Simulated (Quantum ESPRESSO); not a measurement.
# Wannier-interpolated electron–phonon scattering in WC (P-6m2), part 3 of 6

How strongly do phonons scatter the electrons of WC (P-6m2), and how dense must the meshes be?

Quantum ESPRESSO 7.5; DFT LDA, scalar-relativistic, plane waves, PseudoDojo 0.4.1 norm-conserving pseudopotentials.

So far, highest frequency, solved or plainly interpolated (cm⁻¹): step 4 (phonons on the coarse mesh) 749.

## Step 7: Wannier functions and couplings

Projections W s, d and C s, p start 10 Wannier functions; states up to 2.5 eV over the Fermi level are frozen, and the projected functions are kept without the localisation step. Hamiltonian, force constants and couplings go to real space.

epw1.in

```
--
&INPUTEPW
  prefix        = 'x'
  outdir        = './tmp'
  dvscf_dir     = './save'
  elph          = .true.
  etf_mem       = 1
  nbndsub       = 10
  bands_skipped = 'exclude_bands = 1-4'
  use_ws        = .true.
  vme           = 'wannier'
  asr_typ       = 'crystal'
  nk1           = 9
  nk2           = 9
  nk3           = 9
  nq1           = 3
  nq2           = 3
  nq3           = 3
  amass(1)      = 183.84
  amass(2)      = 12.011
  epwwrite      = .true.
  epwread       = .false.
  wannierize    = .true.
  num_iter      = 0
  dis_win_max   = 60.85
  dis_froz_max  = 23.351
  proj(1)       = 'W:s;d'
  proj(2)       = 'C:s;p'
  wdata(1)      = 'dis_num_iter = 600'
  wdata(2)      = 'guiding_centres = .true.'
  wdata(3)      = 'num_print_cycles = 50'
  wdata(4)      = 'dis_mix_ratio = 0.7'
  band_plot     = .true.
  filkf         = 'path.dat'
  filqf         = 'path.dat'
  fsthick       = 100.0
  efermi_read   = .true.
  fermi_energy  = 20.8506
/
```

Started as:

```bash
OMP_NUM_THREADS=1 mpirun -n 8 epw.x -nk 8 -in epw1.in > epw1.out
```

What it wrote:

```text
[the first part of the log is left out]
     Number of WS vectors for phonons       75
     Number of WS vectors for electron-phonon       73
     Maximum number of cores for efficient parallelization      146
     Inside velocity step 1
     Velocity matrix elements calculated
     Writing Hamiltonian, Dynamical matrix and EP vertex in Wann rep to file
     ===================================================================
     Memory usage:  VmHWM =       592Mb
                   VmPeak =      1066Mb
     ===================================================================
     Using q-mesh file: path.dat
     WARNING: q-point weigths do not add up to 1 [loadqmesh_serial]
     Size of q point mesh for interpolation:         52
     Using k-mesh file: path.dat
     WARNING: k-point weigths do not add up to 1 [loadkmesh_para]
     Size of k point mesh for interpolation:         52
     Fermi energy coarse grid =  20.850568 eV
     ===================================================================
     Fermi energy is read from the input file: Ef =  20.850600 eV
     ===================================================================
     Skipping    4 occupied bands:
     The Fermi level will be determined with  10.00000 electrons
              ibndmin =     1  ebndmin =     6.305 eV
              ibndmax =    10  ebndmax =    37.411 eV
     Number of ep-matrix elements per pool :         4200 ~=   32.81 Kb (@ 8 bytes/ DP)
     We only need to compute       52 q-points
     ===================================================================
     Memory usage:  VmHWM =       592Mb
                   VmPeak =      1066Mb
     ===================================================================
```

The job ended after 7.8 min (8 MPI ranks of Arm Neoverse V2, shared host; 63 min of CPU time).

Numbers from this step:

| Quantity | Value |
| --- | --- |
| r.m.s. error of the interpolated bands from 2 eV under to 1 eV over the Fermi level | 8.2 meV |
| largest error in that range | 22.9 meV |
| lowest interpolated frequency on the path | 0 cm⁻¹ |

Electronic bands along the path, in eV, zero at the Fermi level; # counts the bands kept:

```
          point     #2     #3     #4     #5     #6    #7    #8    #9
              Γ  -4.49  -3.49  -3.49   0.09   3.28  3.28  5.71  5.71
0.45 of the way  -5.44  -3.45  -2.30  -2.17   2.86  3.92  5.02  5.75
              M  -7.14  -3.76  -3.72  -0.49   2.36  4.62  4.98  6.96
        halfway  -6.99  -4.02  -3.66  -0.22   1.31  3.25  4.41  8.33
              K  -6.74  -4.65  -3.59   0.57   0.95  2.04  3.33  9.37
0.54 of the way  -5.76  -3.26  -2.52  -2.12   2.44  3.52  4.98  6.51
              Γ  -4.49  -3.49  -3.49   0.09   3.28  3.28  5.71  5.71
        halfway  -5.71  -2.85  -2.85   0.58   0.58  0.94  6.03  6.03
              A  -8.83  -2.14  -2.14  -0.67  -0.67  3.74  4.54  4.54
0.45 of the way  -7.38  -3.39  -3.04  -1.85   1.03  4.85  5.02  6.77
              L  -6.63  -4.50  -4.21   0.36   4.53  5.46  6.89  9.37
```

The same for Wannier interpolation:

```
point     #2     #3     #4     #5     #6    #7    #8    #9
    Γ  -4.49  -3.49  -3.49   0.09   3.29  3.32  5.80  5.90
    M  -7.13  -3.76  -3.70  -0.49   2.36  4.83  5.26  7.69
    K  -6.74  -4.65  -3.59   0.57   0.95  2.04  3.92  9.46
    Γ  -4.49  -3.49  -3.49   0.09   3.29  3.32  5.80  5.90
    A  -8.82  -2.14  -2.14  -0.66  -0.66  3.87  5.83  6.01
    L  -6.64  -4.51  -4.21   0.38   4.63  5.62  8.29  9.90
```

The first set of electronic bands as a text plot (rows in eV, shown from -8.0 to 8.0 only):

```
    7.7 |   *          *         *    *        **          *
    7.0 | **     ******           *    ***  ***           *    **
    6.3 |*     **                  *      ******         *   **
    5.7 |**** *                     * ******    *       *  ******
    5.0 |  ******  *****       *********         **    * ****
    4.3 |   **   ****** *     *      **            *******     **
    3.7 | **  ****     * *** *     **  ***         ****       *
    3.0 |*******        **  *    ** ********      *          *
    2.3 |       *******   ******* **        *    *          *
    1.7 |              *        **           *  *          *
    1.0 |               **  ****              **          *
    0.3 |*               ******           *******        *     **
   -0.3 | **       ******      *       ***       *** ****     *
   -1.0 |   *    **             *     *             ****     *
   -1.7 |    * **                **  *                  *****
   -2.3 |     **                   **           *********
   -3.0 |  *** **                *** ***     ***        ***
   -3.7 |******  ****************   *********             ****
   -4.3 |****           *******       *******                ****
   -5.0 |    *                       *       **
   -5.7 |     **                   **          *
   -6.3 |       **              ***             *            ****
   -7.0 |         **************                 *         **
   -7.7 |                                         *      **
         Γ           M      K             Γ         A           L
```

The phonon branches at the labelled points (cm⁻¹):

```
          point  branch 1  branch 2  branch 3  branch 4  branch 5  branch 6
              Γ         0         0         0       604       629       629
0.45 of the way       116       128       188       626       628       671
              M       173       194       272       609       660       718
        halfway       196       198       263       617       662       704
              K       204       226       247       627       666       690
0.54 of the way       137       145       206       627       635       678
              Γ         0         0         0       604       629       629
        halfway       127       127       209       591       591       704
              A       185       185       301       549       549       790
0.45 of the way       203       210       278       594       609       758
              L       213       234       255       648       678       697
```

The phonon branches as a text plot (rows in cm⁻¹):

```
    774 |                                         *********
    741 |                                       **         **
    708 |       ************  ****             *             ****
    675 |    ***   *************  ***         *               ***
    642 |**********         **  ************ *             ******
    609 |***** *************  ****   **********           ***
    576 |                                      ***     ***
    543 |                                         ******
    510 |
    477 |
    444 |
    411 |
    379 |
    346 |
    313 |                                          ****
    280 |          *****                         **    ******
    247 |       ***     **********              *            ****
    214 |      *        ********  **           *         ********
    181 |     *  ********      ***  *         *   *******
    148 |    * ***                ** *       *  **
    115 |   ***                     ***       **
     82 |  ***                       ***    **
     49 | **                           *** **
     16 |**                             ****
         Γ           M      K             Γ         A           L
```

Near the Fermi level the interpolated bands miss those of pw.x by 8 meV r.m.s. and 23 meV at most, each level matched to the nearest interpolated one; the r.m.s. value is under the 60 meV set for going on.

## Step 8: Coupling and Tc: fine k 16×16×14, q 8×8×7, width 0.15 eV, window 0.61 eV

The couplings are interpolated to a fine mesh near the Fermi level; their sum gives α²F and λ, and the linearised gap equation gives Tc.

a2f-1.in

```
--
&INPUTEPW
  prefix           = 'x'
  outdir           = './tmp'
  dvscf_dir        = './save'
  elph             = .true.
  etf_mem          = 1
  nbndsub          = 10
  bands_skipped    = 'exclude_bands = 1-4'
  use_ws           = .true.
  vme              = 'wannier'
  asr_typ          = 'crystal'
  nk1              = 9
  nk2              = 9
  nk3              = 9
  nq1              = 3
  nq2              = 3
  nq3              = 3
  amass(1)         = 183.84
  amass(2)         = 12.011
  epwwrite         = .false.
  epwread          = .true.
  wannierize       = .false.
  nkf1             = 16
  nkf2             = 16
  nkf3             = 14
  nqf1             = 8
  nqf2             = 8
  nqf3             = 7
  mp_mesh_k        = .true.
  ephwrite         = .true.
  eliashberg       = .true.
  liso             = .true.
  limag            = .true.
  tc_linear        = .true.
  tc_linear_solver = 'lapack'
  fsthick          = 0.61
  degaussw         = 0.15
  degaussq         = 0.5
  nqstep           = 500
  muc              = 0.13
  wscut            = 0.3
  nsiter           = 500
  nstemp           = 7
  temps            = 0.5 1.0 2.0 4.0 8.0 16.0 32.0
/
```

Started as:

```bash
OMP_NUM_THREADS=1 mpirun -n 8 epw.x -nk 8 -in a2f-1.in > a2f-1.out
```

What it wrote:

```text
[the first part of the log is left out]
              ibndmax =     6  ebndmax =    21.346 eV
     Number of ep-matrix elements per pool :         1224 ~=    9.56 Kb (@ 8 bytes/ DP)
     We only need to compute      443 q-points
     Nr. of irreducible k-points on the uniform grid:       408
     Finish mapping k+sign*q onto the fine irreducibe k-mesh and writing .ikmap file
     Nr irreducible k-points within the Fermi shell =       103 out of       408
                  Fermi level (eV) =    0.207947956540127D+02
     DOS(states/spin/eV/Unit Cell) =    0.142693294415219D+00
            Electron smearing (eV) =    0.150000000000000D+00
                 Fermi window (eV) =    0.610000000000000D+00
     Finish writing .ephmat files
     ===================================================================
     Memory usage:  VmHWM =        77Mb
                   VmPeak =       556Mb
     ===================================================================
     Finish writing dos file x.dos
     Finish writing phdos files x.phdos and x.phdos_proj
     ===================================================================
     Solve isotropic Eliashberg equations
     ===================================================================
     Finish reading freq file
                  Fermi level (eV) =     2.0794795654E+01
     DOS(states/spin/eV/Unit Cell) =     1.4269329442E-01
            Electron smearing (eV) =     1.5000000000E-01
                 Fermi window (eV) =     6.1000000000E-01
     Nr irreducible k-points within the Fermi shell =       103 out of       408
           2 bands within the Fermi window
     Finish reading egnv file
     Max nr of q-points =        94
     Finish reading ikmap files
     Start reading .ephmat files
     Finish reading .ephmat files
     a2f file is not found to estimate initial gap: calculating a2f files
     Finish reading a2f file
     Electron-phonon coupling strength =    0.1533991
 %%%%%%%%%%%%%%%%%%%%%%%%%%%%%%%%%%%%%%%%%%%%%%%%%%%%%%%%%%%%%%%%%%%%%%%%%%%%%%
     Error in routine estimate_tc_gap (1):
     initial guess for gap edge should be > 0.d0
 %%%%%%%%%%%%%%%%%%%%%%%%%%%%%%%%%%%%%%%%%%%%%%%%%%%%%%%%%%%%%%%%%%%%%%%%%%%%%%
     stopping ...
--------------------------------------------------------------------------
MPI_ABORT was invoked on rank 0 in communicator MPI_COMM_WORLD
  Proc: [[57522,1],0]
  Errorcode: 1
You may or may not see output from other processes, depending on
exactly when Open MPI kills them.
--------------------------------------------------------------------------
--------------------------------------------------------------------------
prterun has exited due to process rank 0 with PID 0 on node (host) calling
"abort". This may have caused other processes in the application to be
terminated by signals sent by prterun (as reported here).
--------------------------------------------------------------------------
```

Wall time 50 s (8 MPI ranks).

The run ended with an error.

The program's message: “Error in routine estimate_tc_gap (1): initial guess for gap edge should be > 0.d0”

## Step 9: Resistivity: fine k 20×20×18, q 10×10×9, adaptive width, window 0.32 eV

The Boltzmann equation is solved by iteration on a fine mesh; only states within the window around the Fermi level enter.

bte-1.in

```
--
&INPUTEPW
  prefix        = 'x'
  outdir        = './tmp'
  dvscf_dir     = './save'
  elph          = .true.
  etf_mem       = 1
  nbndsub       = 10
  bands_skipped = 'exclude_bands = 1-4'
  use_ws        = .true.
  vme           = 'wannier'
  asr_typ       = 'crystal'
  nk1           = 9
  nk2           = 9
  nk3           = 9
  nq1           = 3
  nq2           = 3
  nq3           = 3
  amass(1)      = 183.84
  amass(2)      = 12.011
  epwwrite      = .false.
  epwread       = .true.
  wannierize    = .false.
  nkf1          = 20
  nkf2          = 20
  nkf3          = 18
  nqf1          = 10
  nqf2          = 10
  nqf3          = 9
  mp_mesh_k     = .true.
  scattering    = .true.
  iterative_bte = .true.
  epmatkqread   = .false.
  assume_metal  = .true.
  int_mob       = .false.
  carrier       = .false.
  ngaussw       = -99
  mob_maxiter   = 200
  broyden_beta  = 0.7
  fsthick       = 0.32
  degaussw      = 0.0
  nstemp        = 6
  temps         = 150 200 273 300 400 500
  restart       = .false.
  selecqread    = .false.
/
```

Started as:

```bash
OMP_NUM_THREADS=1 mpirun -n 8 epw.x -nk 8 -in bte-1.in > bte-1.out
```

What it wrote:

```text
[the first part of the log is left out]
     =============================================================================================
     Start solving iterative Boltzmann Transport Equation
     =============================================================================================
     Iteration number:         1
     =============================================================================================
       Temp     Fermi        DOS        Population SR                 Conductivity
        [K]      [eV]    [states/Ry] [carriers per cell]               [Ohm.cm]^-1
     =============================================================================================
      150.000  20.8185   0.20360E+01  -0.97700E-14    0.138657E+06    0.000000E+00    0.000000E+00
                                      -0.17764E-14    0.000000E+00    0.138657E+06    0.000000E+00
                                       0.00000E+00    0.000000E+00    0.000000E+00    0.125033E+06
      200.000  20.8189   0.29993E+01   0.11546E-13    0.112228E+06    0.000000E+00    0.000000E+00
                                       0.00000E+00    0.000000E+00    0.112228E+06    0.000000E+00
                                       0.00000E+00    0.000000E+00    0.000000E+00    0.129630E+06
      273.000  20.8196   0.56103E+01   0.53291E-14    0.843050E+05    0.000000E+00    0.000000E+00
                                       0.17764E-14    0.000000E+00    0.843050E+05    0.000000E+00
                                       0.00000E+00    0.000000E+00    0.000000E+00    0.112336E+06
      300.000  20.8198   0.67507E+01  -0.26645E-14    0.764694E+05    0.000000E+00    0.000000E+00
                                       0.17764E-14    0.000000E+00    0.764694E+05    0.000000E+00
                                       0.00000E+00    0.000000E+00    0.000000E+00    0.104245E+06
      400.000  20.8205   0.10915E+02  -0.71054E-14    0.555826E+05    0.000000E+00    0.000000E+00
                                       0.00000E+00    0.000000E+00    0.555826E+05    0.000000E+00
                                       0.00000E+00    0.000000E+00    0.000000E+00    0.775462E+05
      500.000  20.8211   0.15927E+02  -0.88818E-15    0.428062E+05    0.000000E+00    0.000000E+00
                                      -0.10097E-27    0.000000E+00    0.428062E+05    0.000000E+00
                                       0.00000E+00    0.000000E+00    0.000000E+00    0.587135E+05
                                                      0.138657E+06    Max error
     [...]
     Iteration number:        20
     =============================================================================================
       Temp     Fermi        DOS        Population SR                 Conductivity
        [K]      [eV]    [states/Ry] [carriers per cell]               [Ohm.cm]^-1
     =============================================================================================
      150.000  20.8185   0.20360E+01   0.27534E-13    0.139876E+06    0.000000E+00    0.000000E+00
                                       0.00000E+00    0.000000E+00    0.139876E+06    0.000000E+00
                                       0.00000E+00    0.000000E+00    0.000000E+00    0.127308E+06
      200.000  20.8189   0.29993E+01   0.97700E-14    0.113218E+06    0.000000E+00    0.000000E+00
                                       0.00000E+00    0.000000E+00    0.113218E+06    0.000000E+00
                                       0.00000E+00    0.000000E+00    0.000000E+00    0.131805E+06
      273.000  20.8196   0.56103E+01  -0.71054E-14    0.850777E+05    0.000000E+00    0.000000E+00
                                       0.00000E+00    0.000000E+00    0.850777E+05    0.000000E+00
                                       0.00000E+00    0.000000E+00    0.000000E+00    0.113816E+06
      300.000  20.8198   0.67507E+01   0.26645E-14    0.771814E+05    0.000000E+00    0.000000E+00
                                       0.00000E+00    0.000000E+00    0.771814E+05    0.000000E+00
                                       0.00000E+00    0.000000E+00    0.000000E+00    0.105496E+06
      400.000  20.8205   0.10915E+02  -0.88818E-15    0.561268E+05    0.000000E+00    0.000000E+00
                                       0.00000E+00    0.000000E+00    0.561268E+05    0.000000E+00
                                       0.00000E+00    0.000000E+00    0.000000E+00    0.782371E+05
      500.000  20.8211   0.15927E+02   0.26645E-14    0.432447E+05    0.000000E+00    0.000000E+00
                                       0.00000E+00    0.000000E+00    0.432446E+05    0.000000E+00
                                       0.00000E+00    0.000000E+00    0.000000E+00    0.591381E+05
                                                      0.407803E-06    Max error
```

The job ended after 68 s (8 MPI ranks; 9.1 min of CPU time).

Numbers from this step:

| Item | Value |
| --- | --- |
| iterations | 20 |
| resistivity at 300 K | 11.80 μΩ cm |

Resistivity, by row:

```
T (K)  rho_xx (μΩ cm)  rho_yy  rho_zz  relaxation-time approximation, mean of the axes (μΩ cm)
  150           7.149   7.149   7.855                                                    6.863
  200           8.832   8.832   7.587                                                    7.854
  273           11.75   11.75   8.786                                                    10.11
  300           12.96   12.96   9.479                                                     11.1
  400           17.82   17.82   12.78                                                    15.25
  500           23.12   23.12   16.91                                                    19.95
```

ρ(300 K) = 11.8 μΩ cm, mean of the axes; the relaxation-time start gave 11.1. One mesh does not show convergence. The largest adaptive width printed is 0.81 eV, against a window of 0.32 eV outside which no state is counted.

(Continued in part 4 of 6.)

[The logs of pw.x and epw.x are selected lines.]

[Logs are printed without paths, hosts, clocks, repeated set-up lines and the standing remarks that a program may print on its own settings, such as how far it seeks lower states.]

[Hosts, paths, dates, database ids (printed as entryN), source tags and the programs' standing remarks are cut or masked in the printed files.]
